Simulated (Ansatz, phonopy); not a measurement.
# Quasi-harmonic thermodynamics of Ag (Silver, Fm-3m), part 2 of 2

How much does Ag (Silver) expand with temperature?

Ansatz 0.2.0; DFT PBEsol, scalar-relativistic, plane waves, PAW; PAW set soft_1.

So far. Step 2 (A first coarse run): The start is under -2.0 GPa at this level and looks like a metal on this mesh. Step 4 (Relaxing to small residual forces and stress): The residual pressure is -0.0015 GPa, small enough for phonons. The relaxed cell has a = 4.055 Å (conventional setting).

## Step 5: Phonons on strained cells

Thermal expansion follows from how the free energy of the vibrations (and of the electrons in a metal) changes with strain, so the program makes strained cells, their phonons and a fit in one run.

Input file input.yaml:

```yaml
crystal:
  lattice:
    - [0.0, 2.0273904491, 2.0273904491]
    - [2.0273904491, 0.0, 2.0273904491]
    - [2.0273904491, 2.0273904491, 0.0]
  atoms:
    - { symbol: Ag, position: [0.0, 0.0, 0.0] }
kpoints:
  mp_grid: { grid: [20, 20, 20] }
hamiltonian:
  xc: pbesol
  pseudopotentials: { kind: paw, azcp: { folder: soft_1 }, xc_functional: pbe }
scf:
  occupations: { method: methfessel_paxton, width: 0.2 }
  lower_state_search: "off"
output:
  eigenvalues: true
phonons:
  method: dfpt
  qmesh: [4, 4, 4]
  temperatures: { t_max: 1200.0, t_step: 50 }
  thermal_expansion: {}
```

Started as:

```console
$ ansatz run input.yaml --threads 8 --pin off --max-ram 16384MiB --backend cpu --events-out ev --progress --plain --runs-dir out
```

Numbers of over 12 decimals in the logs are rounded to 6 here.

Output:

```text
[...]
Crystal: 1 atoms, lattice volume = 16.666 Å³
Basis set: ecut = 487.2 eV, 411 PW (Γ), exchange–correlation on 48×48×48 points (8 copies of the dense FFT grid, shifted against one another)
Bands: 14, of which v1, the nominal top of the filled ones, is band 10 counted from 1 (9 counted from 0)
Symmetry: 48 space group operations
[...]
k-points: 256 of 8000
[...]
SCF iter   1: F=—  HF=-7522.650358 eV  |F-HF|=—  |Δ(HF+E_count)|=         —  Δρ=8.35e-2  dr2=1.22e0  ethr=3.10e-3  ⟨swp⟩=4.6  Hψ=17164  notcnv=0
[...]
SCF iter   8: F=-7522.307913 eV  HF=-7522.307913 eV  |F-HF|=3.64e-12  |Δ(HF+E_count)|=  1.46e-11  S|Δr|=    0.00e0  Δρ=3.18e-8  dr2=1.51e-13  ethr=1.00e-12  ⟨swp⟩=6.4  Hψ=14608  notcnv=0
SCF 1 converged in 8 iterations: F = -7522.307913 eV  dr2 = 1.51e-13
[...]
relax step   1: F+E_penalty+E_count = -7522.30791257 eV  Δ(F+E_penalty+E_count) = +0.000e0 eV  max|allowed force component| = 0.000e0 eV/Å  Δτ_max = 0.0000 Å  (8 SCF iters, accepted)
SCF converged after 8 iterations
[...]
Free energy (F): -7522.307913 eV
[...]
Internal energy: -7522.308089 eV  (E = F + TS)
E sigma→0 (E₀):  -7522.307957 eV
Entropy (-TS):   0.000176 eV (0.176 meV/atom)
Fermi energy:    17.553446 eV
[...]
--- Stress (GPa, compression-positive) ---
       -0.029269       0.000000       0.000000
       -0.000000      -0.029269      -0.000000
        0.000000      -0.000000      -0.029269
  P = ⅓ Tr σ = -0.0293 GPa (-0.293 kbar)
--- Band table (eV; the first three rows and the last of 256) ---
  k-point 0: bands = [... 6 lower, 12.7364, 12.7364, 13.8318, 13.8318, 33.4514, 37.1379, 37.1379, 37.1379]
  k-point 1: bands = [... 6 lower, 12.7595, 12.7595, 13.8225, 13.8225, 33.4803, 36.4648, 37.1803, 37.1803]
  k-point 2: bands = [... 6 lower, 12.8216, 12.8216, 13.8023, 13.8023, 33.4166, 35.1578, 37.2925, 37.2925]
  k-point 255: bands = [... 6 lower, 12.4341, 13.8316, 14.8868, 23.5709, 23.5709, 24.6655, 25.8643, 40.2382]
── thermal expansion: 3 new cells, 3 in all ──
thermal expansion: relaxation of cell 2
thermal expansion: relaxation of cell 3
── thermal expansion: 2 new cells, 5 in all ──
thermal expansion: relaxation of cell 4
thermal expansion: electrons of cell 4
thermal expansion: phonons of cell 4
thermal expansion: relaxation of cell 5
thermal expansion: electrons of cell 1
thermal expansion: electrons of cell 2
thermal expansion: electrons of cell 3
thermal expansion: electrons of cell 5
thermal expansion: phonons of cell 5
── thermal expansion: 8 new cells, 13 in all ──
thermal expansion: relaxation of cell 6
thermal expansion: relaxation of cell 7
thermal expansion: relaxation of cell 8
thermal expansion: relaxation of cell 9
thermal expansion: relaxation of cell 10
thermal expansion: relaxation of cell 11
thermal expansion: relaxation of cell 12
thermal expansion: relaxation of cell 13
thermal expansion: electrons of cell 6
thermal expansion: electrons of cell 7
thermal expansion: electrons of cell 8
thermal expansion: electrons of cell 9
thermal expansion: electrons of cell 10
thermal expansion: electrons of cell 11
thermal expansion: electrons of cell 12
thermal expansion: electrons of cell 13
thermal expansion: phonons of cell 6
thermal expansion: phonons of cell 7
thermal expansion: phonons of cell 8
thermal expansion: phonons of cell 9
thermal expansion: phonons of cell 10
--- Relaxed structure (1 steps of the walk, 1 accepted, 0 SCFs on fresh bases) ---
  F+E_penalty+E_count = -7522.30791257 eV   max|allowed force component| = 0.000e0 eV/Å
  atoms:
    - { symbol: Ag, position: [0.0, 0.0, 0.0] }
--- Thermal expansion: 13 cells in 3 rounds, 0 GPa ---
  no lower state was looked for at cell 4: scf.lower_state_search: off
  without vibrations: a 2.86693, b 2.86693, c 2.86693 Å, V 16.6623 Å³, B 119.38 GPa
  at 0 K: a 2.87109, b 2.87109, c 2.87109 Å, V 16.7350 Å³, B 117.48 GPa
  zero-point expansion: a +0.145, b +0.145, c +0.145, V +0.436 %
      T/K        a/Å        b/Å        c/Å       V/Å³ | expansion of a, b, c, V (1e-6/K)   | that of V in the mean from 25 °C | C_P, C_V (J/mol K of the cell) | B_T, B_S (GPa)
     0.00    2.87109    2.87109    2.87109    16.7350 |    0.00    0.00    0.00    0.00 |   40.88 |     0.000     0.000 |   117.48   117.48
   150.00    2.87532    2.87532    2.87532    16.8091 |   16.24   16.24   16.24   48.71 |   52.73 |    23.000    22.591 |   113.50   115.55
   298.15    2.88285    2.88285    2.88285    16.9415 |   18.68   18.68   18.68   56.03 |       - |    25.526    24.498 |   107.60   112.12
   400.00    2.88850    2.88850    2.88850    17.0413 |   19.78   19.78   19.78   59.35 |   57.87 |    26.346    24.852 |   103.33   109.54
   550.00    2.89745    2.89745    2.89745    17.2001 |   21.47   21.47   21.47   64.42 |   60.62 |    27.403    25.118 |    96.66   105.46
   700.00    2.90722    2.90722    2.90722    17.3747 |   23.49   23.49   23.49   70.48 |   63.64 |    28.543    25.288 |    89.49   101.01
   850.00    2.91802    2.91802    2.91802    17.5691 |   26.09   26.09   26.09   78.26 |   67.14 |    29.922    25.424 |    81.66    96.11
  1000.00    2.93020    2.93020    2.93020    17.7900 |   29.65   29.65   29.65   88.95 |   71.37 |    31.730    25.545 |    72.97    90.64
  1150.00    2.94435    2.94435    2.94435    18.0490 |   34.98   34.98   34.98  104.93 |   76.74 |    34.338    25.658 |    63.07    84.40
  1200.00    2.94968    2.94968    2.94968    18.1471 |   37.43   37.43   37.43  112.28 |   78.91 |    35.516    25.695 |    59.40    82.10
  the static fit leaves 0.002 meV an atom of the energies and, of the stresses, 0.001 GPa of each cell's largest along a strain (root mean squares over the cells), whose Pulay part it has at -0.026 GPa
  vibrations' free energy: its fit leaves 0.0001 meV an atom at the most
  the electrons' free energy at temperature is in it; its fit leaves 0.0019 meV an atom at the most
  free energies summed between the sampled wave vectors
  estimated error of the fitted expansion in any direction: up to 0.063e-6/K, at 1200 K (an estimate, not a bound: it was exceeded on models of known expansion)
  by sums over the sampled wave vectors an expansion of the volume parts by up to 5.89e-6/K
  by a static energy of one degree less an expansion of the volume parts by up to 0.52e-6/K
```

It took 24 min on 8 threads of Arm Neoverse V1, shared host; peak memory 4.7 GiB.

Numbers from this step:

* pressure: -0.02927 GPa
* volume expansion coefficient at 298 K: 56.02 1e-6/K
* C_P at 298 K: 25.53 J/mol-atom/K
* entropy at 298 K: 42.61 J/mol-atom/K
* isothermal bulk modulus at 298 K: 107.6 GPa
* Grüneisen parameter at 298 K: 2.511
* volume at 298 K: 16.94 Å³/atom
* principal linear expansion coefficients at 298 K: 18.68, 18.68, 18.68 1e-6/K

Strained cells of the study; zero-point energy where phonons were solved; the pressures are stresses at a fixed cutoff and can carry an offset from the finite basis. Expansion cells, by row:

```tsv
cell	|a| (Å)	|b| (Å)	|c| (Å)	V (Å³/atom)	E - E_lowest (meV/atom)	pressure, compression positive (GPa)	gap (eV)	zero-point energy (meV/atom)
1	2.867	2.867	2.867	16.67	0	-0.056	-	-
2	2.89	2.89	2.89	17.07	3.517	-2.719	-	-
3	2.844	2.844	2.844	16.27	3.576	2.99	-	-
4	2.867	2.867	2.867	16.67	0.001	-0.068	-	21.37
5	2.882	2.882	2.882	16.92	1.428	-1.776	-	20.57
6	2.886	2.886	2.886	17.01	2.52	-2.324	-	20.3
7	2.906	2.906	2.906	17.35	9.673	-4.333	-	19.25
8	2.925	2.925	2.925	17.7	21.12	-6.11	-	18.21
9	2.945	2.945	2.945	18.06	36.54	-7.673	-	17.19
10	2.965	2.965	2.965	18.43	55.6	-9.037	-	16.18
11	2.839	2.839	2.839	16.18	5.632	3.808	-	-
12	2.853	2.853	2.853	16.42	1.35	1.791	-	-
13	2.988	2.988	2.988	18.87	82.67	-10.43	-	-
```

Quasi-harmonic; a, b, c are the run's own cell vectors. Expansion, by row:

```tsv
T (K)	a (Å)	b (Å)	c (Å)	alpha (deg)	beta (deg)	gamma (deg)	cell volume (Å³/cell)	alpha_a (1e-6/K)	alpha_b (1e-6/K)	alpha_c (1e-6/K)	alpha_V (1e-6/K)	C_P (J/mol-atom/K)	C_V (J/mol-atom/K)	S (J/mol-atom/K)	B_T (GPa)	B_S (GPa)	Grueneisen	extrapolation	fit error (1e-6/K)
0	2.871	2.871	2.871	60	60	60	16.73	0	0	0	0	0	0	0	117.5	117.5	-	0	0
50	2.871	2.871	2.871	60	60	60	16.74	7.79	7.79	7.79	23.37	11.54	11.51	5.818	117	117.3	2.395	0	0
100	2.873	2.873	2.873	60	60	60	16.77	14.02	14.02	14.02	42.07	20.16	19.95	17.04	115.4	116.5	2.457	0	0
150	2.875	2.875	2.875	60	60	60	16.81	16.24	16.24	16.24	48.71	23	22.59	25.84	113.5	115.5	2.477	0	0
200	2.878	2.878	2.878	60	60	60	16.85	17.35	17.35	17.35	52.04	24.27	23.66	32.66	111.6	114.5	2.49	0	0.01
250	2.88	2.88	2.88	60	60	60	16.9	18.09	18.09	18.09	54.27	25.02	24.2	38.16	109.6	113.3	2.501	0	0.01
298.1	2.883	2.883	2.883	60	60	60	16.94	18.68	18.68	18.68	56.03	25.53	24.5	42.61	107.6	112.1	2.511	0	0.01
300	2.883	2.883	2.883	60	60	60	16.94	18.7	18.7	18.7	56.09	25.54	24.51	42.77	107.5	112.1	2.511	0	0.01
350	2.886	2.886	2.886	60	60	60	16.99	19.25	19.25	19.25	57.74	25.97	24.71	46.74	105.5	110.8	2.522	0	0.01
400	2.889	2.889	2.889	60	60	60	17.04	19.78	19.78	19.78	59.35	26.35	24.85	50.23	103.3	109.5	2.532	0	0.02
450	2.891	2.891	2.891	60	60	60	17.09	20.32	20.32	20.32	60.97	26.7	24.96	53.35	101.2	108.2	2.544	0	0.02
500	2.894	2.894	2.894	60	60	60	17.15	20.88	20.88	20.88	62.65	27.05	25.05	56.19	98.94	106.9	2.555	0	0.02
550	2.897	2.897	2.897	60	60	60	17.2	21.47	21.47	21.47	64.42	27.4	25.12	58.78	96.66	105.5	2.568	0	0.03
600	2.901	2.901	2.901	60	60	60	17.26	22.1	22.1	22.1	66.29	27.77	25.18	61.18	94.33	104	2.581	0	0.03
650	2.904	2.904	2.904	60	60	60	17.31	22.77	22.77	22.77	68.3	28.14	25.24	63.42	91.94	102.5	2.595	0	0.03
700	2.907	2.907	2.907	60	60	60	17.37	23.49	23.49	23.49	70.48	28.54	25.29	65.52	89.49	101	2.609	0	0.04
750	2.911	2.911	2.911	60	60	60	17.44	24.28	24.28	24.28	72.84	28.97	25.34	67.5	86.96	99.43	2.625	0	0.04
800	2.914	2.914	2.914	60	60	60	17.5	25.14	25.14	25.14	75.42	29.43	25.38	69.38	84.35	97.8	2.642	0	0.04
850	2.918	2.918	2.918	60	60	60	17.57	26.09	26.09	26.09	78.26	29.92	25.42	71.18	81.66	96.11	2.66	0	0.04
900	2.922	2.922	2.922	60	60	60	17.64	27.14	27.14	27.14	81.42	30.46	25.46	72.91	78.88	94.36	2.679	0	0.05
950	2.926	2.926	2.926	60	60	60	17.71	28.32	28.32	28.32	84.96	31.06	25.5	74.57	75.98	92.54	2.7	0	0.05
1000	2.93	2.93	2.93	60	60	60	17.79	29.65	29.65	29.65	88.95	31.73	25.55	76.18	72.97	90.64	2.722	0	0.05
1050	2.935	2.935	2.935	60	60	60	17.87	31.17	31.17	31.17	93.51	32.48	25.58	77.75	69.83	88.66	2.747	0	0.05
1100	2.939	2.939	2.939	60	60	60	17.96	32.92	32.92	32.92	98.77	33.34	25.62	79.28	66.54	86.59	2.774	0	0.05
1150	2.944	2.944	2.944	60	60	60	18.05	34.98	34.98	34.98	104.9	34.34	25.66	80.78	63.07	84.4	2.803	0	0.04
1200	2.95	2.95	2.95	60	60	60	18.15	37.43	37.43	37.43	112.3	35.52	25.7	82.27	59.4	82.1	2.837	0	0.06
```

Expansion coefficient against temperature; values in 1e-6/K:

```tsv
temperature (K)	volume	principal 1
0	0	0
50	23.4	7.79
100	42.1	14.0
150	48.7	16.2
200	52.0	17.4
250	54.3	18.1
298	56.0	18.7
300	56.1	18.7
350	57.7	19.2
400	59.4	19.8
450	61.0	20.3
500	62.6	20.9
550	64.4	21.5
600	66.3	22.1
650	68.3	22.8
700	70.5	23.5
750	72.8	24.3
800	75.4	25.1
850	78.3	26.1
900	81.4	27.1
950	85.0	28.3
1000	89.0	29.6
1050	93.5	31.2
1100	98.8	32.9
1150	105	35.0
1200	112	37.4
```

At 298 K the volume expansion is 56.0 × 10⁻⁶/K and B_T is 108 GPa. The program raised the cutoff to 487.2 eV by itself: with no cutoff typed, the study takes about 1.16 times the default for its relaxations and scales it with the volume for the phonons.

## Step 6: Free-energy fit

This step: DFT PBEsol, scalar-relativistic, plane waves, PAW; PAW set soft_1 (phonopy 4.10.0).

This step gave:

| Property | Result |
| --- | --- |
| volume expansion coefficient at 300 K | 55.93 1e-6/K |
| isothermal bulk modulus at 300 K | 107.8 GPa |
| C_P at 300 K | 25.64 J/mol-atom/K |
| Grüneisen parameter at 300 K | 2.528 |

Table of energy (each curve on its own zero) by volume; values in meV/atom:

```tsv
volume (Å³/atom)	static	F at 0 K	F at 300 K	F at 1200 K
16.668	0	2.36	9.41	37.0
16.919	1.43	2.99	7.87	26.7
17.006	2.52	3.81	7.93	23.8
17.350	9.67	9.91	11.0	14.8
17.701	21.1	20.3	18.1	9.4
18.060	36.5	34.7	29.1	7.26
18.426	55.6	52.8	43.5	7.93
```

Phonopy-qha, vinet fit of F(V) at each temperature. Qha vinet, by row:

```tsv
T (K)	fitted volume (Å³/atom)	alpha_V (1e-6/K)	B_T (GPa)	C_P (J/mol-atom/K)	Grueneisen
100	16.77	40.13	115.6	20.13	2.356
150	16.81	48.1	113.8	23.21	2.462
200	16.85	51.75	111.8	24.45	2.495
250	16.9	54.08	109.8	25.15	2.514
300	16.94	55.93	107.8	25.64	2.528
350	16.99	57.6	105.6	26.04	2.543
400	17.04	59.23	103.5	26.4	2.557
450	17.09	60.88	101.2	26.75	2.571
500	17.14	62.6	98.97	27.09	2.587
550	17.2	64.41	96.64	27.43	2.603
600	17.26	66.34	94.25	27.79	2.62
650	17.31	68.41	91.79	28.17	2.638
700	17.37	70.65	89.28	28.57	2.657
750	17.44	73.09	86.7	29	2.677
800	17.5	75.75	84.05	29.46	2.699
850	17.57	78.66	81.34	29.96	2.721
900	17.64	81.88	78.56	30.51	2.746
950	17.71	85.43	75.7	31.11	2.772
1000	17.79	89.39	72.77	31.78	2.799
1050	17.87	93.82	69.76	32.52	2.829
1100	17.96	98.81	66.67	33.36	2.86
1150	18.05	104.5	63.5	34.31	2.894
```

Table of volume expansion coefficient by temperature; values in 1e-6/K:

```tsv
temperature (K)	phonopy-qha, Vinet	Ansatz's own study
100	40.1	42.1
150	48.1	48.7
200	51.8	52.0
250	54.1	54.3
300	55.9	56.1
350	57.6	57.7
400	59.2	59.4
450	60.9	61.0
500	62.6	62.6
550	64.4	64.4
600	66.3	66.3
650	68.4	68.3
700	70.7	70.5
750	73.1	72.8
800	75.8	75.4
850	78.7	78.3
900	81.9	81.4
950	85.4	85.0
1000	89.4	89.0
1050	93.8	93.5
1100	98.8	98.8
1150	104	105
```

The fit gives a volume expansion of 55.9 × 10⁻⁶/K at 300 K, against 56.0 at 298 K from the study itself, whose static fit uses more cells.

## Step 7: Results

```
settings of these figures                        : PBEsol, 487.2 eV, k 20×20×20, q 4×4×4
volume expansion coefficient at 298 K            : 56.02 1e-6/K
C_P at 298 K                                     : 25.53 J/mol-atom/K
entropy at 298 K                                 : 42.61 J/mol-atom/K
isothermal bulk modulus at 298 K                 : 107.6 GPa
Grüneisen parameter at 298 K                     : 2.511
volume at 298 K                                  : 16.94 Å³/atom
principal linear expansion coefficients at 298 K : 18.68, 18.68, 18.68 1e-6/K
```

What this shows: Near room temperature Ag (Silver) expands by 56.0 × 10⁻⁶/K in volume by PBEsol, with C_P = 25.5 J/(mol K) per mole of atoms and B_T = 108 GPa. Between 298.15 and 1200 K the bulk modulus falls by 45 % and the Grüneisen parameter grows; in this range the quasi-harmonic approximation, which lacks anharmonicity at fixed volume, tends to overshoot. C_P at room temperature is 102 % of the classical 3R an atom; C_V is 98 %, and the rest is expansion work. In this metal the study includes the electrons' free energy, which adds a term that grows with temperature, so the heat capacities need not level off at 3R. The PAW files were made for PBE and are used here under another functional, for which the program regenerates the frozen cores.

[Logs are printed without paths, hosts, clocks, repeated set-up lines and the standing remarks that a program may print on its own settings, such as how far it seeks lower states.]

[Hosts, paths, dates, database ids (printed as entryN), source tags and the programs' standing remarks are cut or masked in the printed files.]

[A step with changed settings may run another functional than the one named; its input shows which.]
